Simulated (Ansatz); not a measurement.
# G0W0 on several functionals: SnO2 (Cassiterite), part 2 of 2

How much of the starting functional survives in the G0W0 gap of SnO2 (Cassiterite)?

Ansatz 0.2.0; G0W0 on several functionals, plane waves, PAW. Known limits of the many-body steps: not at the basis limit; no spin-orbit coupling.

So far. Step 2 (G0W0 on LDA): The gap on the mesh goes from 1.14 eV to 2.84 eV, a correction of +1.70 eV. Between the two edge states, bare exchange in place of the xc potential would open the gap by 10.29 eV, and correlation takes back 8.59 eV.

In doubt: masses and optical values from hybrid runs of this build are listed as unsure (step 4), which bears on the screening that GW takes from such a start.

## Step 3: G0W0 on PBE

One-shot GW remembers its start. Another functional's orbitals and levels show by how much.

This step: G0W0 on PBE, plane waves, PAW.

Input file input.yaml:

```yaml
crystal:
  lattice:
    - [4.738, 0.0, 0.0]
    - [0.0, 4.738, 0.0]
    - [0.0, 0.0, 3.1865]
  atoms:
    - { symbol: Sn, position: [0.0, 0.0, 0.0] }
    - { symbol: Sn, position: [0.5, 0.5, 0.5] }
    - { symbol: O, position: [0.3071, 0.3071, 0.0] }
    - { symbol: O, position: [0.1929, 0.8071, 0.5] }
    - { symbol: O, position: [0.6929, 0.6929, 0.0] }
    - { symbol: O, position: [0.8071, 0.1929, 0.5] }
kpoints:
  mp_grid: { grid: [4, 4, 6] }
hamiltonian:
  xc: pbe
  pseudopotentials: { kind: paw, azcp: { folder: "./paw" } }
scf:
  occupations: { method: fixed }
gw:
  n_empty_bands: 566
  ecut_chi: 230.0
  qp_bands: [v2, c2]
  qp_kpoints: band_edges
  screening: { model: contour_deformation }
```

On the command line:

```sh
ansatz run input.yaml --threads 3 --pin off --max-ram 92160MiB --backend cuda --events-out ev --progress --plain --runs-dir out --devices 1 --max-vram 13GiB
```

Numbers of over 12 decimals in the logs are rounded to 6 here.

The log of the run:

```text
GPUs: using 1 of 1 available (devices: 1).
[...]
GPU FFT provider: cuFFT
GPU libraries: cuBLAS 13.8.2, cuFFT 12.4.0, cuSOLVER 12.3.4
Crystal: 6 atoms, lattice volume = 71.533 Å³
Basis set: ecut = 420 eV, 1411 PW (Γ)
Bands: 32, of which v1, the nominal top of the filled ones, is band 26 counted from 1 (25 counted from 0)
Symmetry: 16 space group operations
[...]
k-points: 24 of 96
[...]
GPU buffer pool allocated for 24576 grid points (all kernels)
[...]
SCF iter   1: F=—  HF=-14318.860415 eV  |F-HF|=—  |Δ(HF+E_count)|=         —  Δρ=8.12e-2  dr2=3.76e0  ethr=3.10e-3  ⟨swp⟩=4.0  Hψ=2975  notcnv=0  defer=94
[...]
SCF iter   8: F=-14318.020851 eV  HF=-14318.020851 eV  |F-HF|=5.46e-9  |Δ(HF+E_count)|=   1.71e-7  Δρ=2.37e-6  dr2=4.32e-9  ethr=1.92e-10  ⟨swp⟩=8.6  Hψ=2942  notcnv=0
SCF 1 converged in 8 iterations: F = -14318.020851 eV  dr2 = 4.32e-9
[...]
NSCF: frozen V_eff on 24 k-points, pencils in batches of 32, up to order 128
[...]
NSCF: frozen V_eff on 24 k-points
G₀W₀ screening: q 1/24
[... further progress lines ...]
SCF converged after 8 iterations
Free energy (F): -14318.020851 eV
[...]
Internal energy: -14318.020851 eV  (E = F + TS)
E sigma→0 (E₀):  -14318.020851 eV
Fermi energy:    9.564227 eV
[...]
--- Band table (eV; the first three rows and the last of 24) ---
  k-point 0: bands = [... 22 lower, 8.3462, 8.7929, 8.7929, 9.5642, 10.8474, 15.7377, 15.9423, 15.9423, ... 2 higher]
  k-point 1: bands = [... 22 lower, 7.4291, 8.8137, 8.8137, 9.3352, 12.3386, 16.2369, 17.0251, 17.0251, ... 2 higher]
  k-point 2: bands = [... 22 lower, 7.1628, 8.5789, 8.5789, 8.7194, 14.3988, 16.5366, 18.4504, 19.0090, ... 2 higher]
  k-point 23: bands = [... 22 lower, 8.5971, 8.5971, 8.7330, 8.7330, 14.5098, 14.5098, 18.4665, 18.4665, ... 2 higher]
[...]
0    25      8.7929   -26.4501     4.6773   -20.7676  0.7487     7.7670     7.7876  root
     0    26      9.5642   -27.1844     4.9936   -21.1429  0.7496     8.4942     8.5163  root
     0    27     10.8474   -14.4764    -3.5998   -18.5892  0.8217    11.3626    11.3605  root
     0    28     15.7377   -12.1579    -4.8625   -17.8578  0.8029    16.5868    16.5751  root
     1    25      8.8137   -26.6314     4.6779   -20.9412  0.7494     7.7805     7.8015  root
     1    26      9.3352   -26.8711     5.0310   -20.7608  0.7483     8.2311     8.2559  root
     1    27     12.3386   -15.6593    -3.5043   -19.8199  0.8060    12.9990    12.9948  root
     1    28     16.2369   -13.1489    -5.0516   -19.1791  0.7895    17.2337    17.2155  root
[...]
23    25      8.7330   -26.6295     5.1911   -20.3070  0.7435     7.5713     7.6016  root
    23    26      8.7330   -26.6295     5.1911   -20.3070  0.7435     7.5713     7.6016  root
    23    27     14.5098   -13.3359    -4.5094   -18.6936  0.8099    15.3674    15.3581  root
    23    28     14.5098   -13.3359    -4.5094   -18.6936  0.8099    15.3674    15.3581  root
```

It took 48 s on 1 × NVIDIA H100 80GB HBM3 (shared by 6 runs) with 3 threads of AMD EPYC 7R13 (Zen 3), shared host; peak memory 2.8 GiB; 44 s of CPU time.

Numbers from this step:

```yaml
bands_summed: 592
rpa_eps_infinity_on_this_mesh_eigenvalues: 4.312, 4.312, 4.538
plane_waves_in_the_screening_matrix: 563
q_points_in_the_mesh: 96
g0w0_gap_on_the_mesh: 2.844 eV
k_of_the_valence_top: 0, 0, 0
k_of_the_conduction_bottom: 0, 0, 0
starting_gap_on_the_mesh: 1.283 eV
z_at_the_valence_top: 0.7496
z_at_the_conduction_bottom: 0.8217
least_direct_g0w0_gap_on_the_computed_points: 2.844 eV
```

Against the run with 4×4×6 mesh, 566 empty bands, screening to 230 eV on LDA, the gap moves by +0.006 eV, while the start moved by +0.14 eV.

## Step 4: G0W0 on HSE06

This step: G0W0 on HSE06, plane waves, PAW.

input.yaml: that of step 3 with these lines changed.

```diff
@@ -15,3 +15,3 @@
 hamiltonian:
-  xc: pbe
+  xc: hse06
   pseudopotentials: { kind: paw, azcp: { folder: "./paw" } }
```

The log of the run:

```text
GPUs: using 1 of 1 available (devices: 1).
[...]
davidson cushion auto → on  (no smearing: the cushion is to keep the highest requested band from converging to the state above it; pin scf.eigensolver.cushion to override)
[...]
GPU FFT provider: cuFFT
GPU libraries: cuBLAS 13.8.2, cuFFT 12.4.0, cuSOLVER 12.3.4
Crystal: 6 atoms, lattice volume = 71.533 Å³
Basis set: ecut = 420 eV, 1411 PW (Γ)
[...]
1    27     12.7596   -14.6895    -3.6191   -18.8529  0.8411    13.3053    13.3039  root
     1    28     17.0205   -12.3736    -4.7003   -17.6741  0.8298    17.6237    17.6208  root
[...]
23    25      7.3173   -26.6351     4.5399   -21.7409  0.7848     6.9617     6.9630  root
    23    26      7.3173   -26.6351     4.5399   -21.7409  0.7848     6.9617     6.9630  root
    23    27     15.1390   -12.6700    -4.3422   -17.5876  0.8437    15.7163    15.7144  root
    23    28     15.1390   -12.6700    -4.3422   -17.5876  0.8437    15.7163    15.7144  root
[key lines of the parts left out:]
Free energy (F): -14325.702758 eV
Fermi energy:    8.220858 eV
```

Wall time 2 min (1 × NVIDIA H100 80GB HBM3 (shared by 6 runs) with 3 threads); peak memory 3.1 GiB; 1.9 min of CPU time.

This step gave:

```
bands summed                                 : 592
RPA ε∞ on this mesh (eigenvalues)            : 3.319, 3.319, 3.624
plane waves in the screening matrix          : 563
G0W0 gap on the mesh                         : 3.754 eV
k of the valence top                         : 0, 0, 0
k of the conduction bottom                   : 0, 0, 0
starting gap on the mesh                     : 3.039 eV
least direct G0W0 gap on the computed points : 3.754 eV
```

Against the run with 4×4×6 mesh, 566 empty bands, screening to 230 eV on PBE, the gap moves by +0.91 eV, while the start moved by +1.76 eV.

## Step 5: The starts together

All on the 4×4×6 mesh with 566 empty bands and screening to 230 eV. Times are wall times on 1 × NVIDIA H100 80GB HBM3 (shared by 6 runs) with 3 threads of AMD EPYC 7R13 (Zen 3), shared host, good to a factor of about two.

```tsv
start	starting gap (eV)	shift (eV)	G0W0 gap (eV)	RPA ε∞ (harmonic mean)	Z (valence, conduction)	time
LDA	1.14	+1.70	2.84	4.57	0.75, 0.82	58 s
PBE	1.28	+1.56	2.84	4.38	0.75, 0.82	48 s
HSE06	3.04	+0.72	3.75	3.41	0.79, 0.85	2 min
```

The parts of the quasiparticle energy at the two band edges (eV; QP = start + Σx + Σc − Vxc):

```tsv
run	edge	start	Σx	Σc	Vxc	Z	QP
LDA	valence top	9.20	-27.09	4.95	-21.22	0.75	8.28
LDA	conduction bottom	10.34	-14.74	-3.64	-19.17	0.82	11.12
PBE	valence top	9.56	-27.18	4.99	-21.14	0.75	8.52
PBE	conduction bottom	10.85	-14.48	-3.60	-18.59	0.82	11.36
HSE06	valence top	8.22	-27.19	4.41	-22.49	0.79	7.93
HSE06	conduction bottom	11.26	-13.66	-3.68	-17.76	0.85	11.68
```

For a hybrid start, Vxc holds its share of exact exchange.

## Step 6: Outcome

```yaml
g0w0_lda: 2.84 eV (start 1.14 eV)
g0w0_pbe: 2.84 eV (start 1.28 eV)
g0w0_hse06: 3.75 eV (start 3.04 eV)
known_limits: not at the basis limit; no spin-orbit coupling
```

The starting gaps span 1.90 eV and the G0W0 gaps 0.92 eV. Between LDA and HSE06, 0.92 eV of the 1.90 eV survives, 48 %. HSE06 screens less than LDA (ε∞ 3.41 against 4.57). Of the 0.92 eV by which its G0W0 gap is higher, the correlation part gives +0.51 eV, and exchange with the one-particle terms, which follow the orbitals, +0.41 eV. The smallest correction, +0.72 eV, is on HSE06, the start nearest to reproducing itself. Bands and cutoff are finite, so the gap is not at the basis limit. The miss can reach some tenths of an eV and take either sign; the mesh is an error of its own. The many-body steps are scalar-relativistic: spin-orbit coupling is not in them.

[Paths, hosts, dates, memory and timing lines, banners, echoed tables and standing remarks are left out of the program output.]

[Logs are printed without paths, hosts, clocks, repeated set-up lines and the standing remarks that a program may print on its own settings, such as how far it seeks lower states.]

[Runs of the session that timed out or met a known fault of the program may be left out.]

[Cells called generated may have been cut or substituted from an entry of the Crystallography Open Database or the Materials Project.]

[Hosts, paths, dates, database ids (printed as entryN), source tags and the programs' standing remarks are cut or masked in the printed files.]
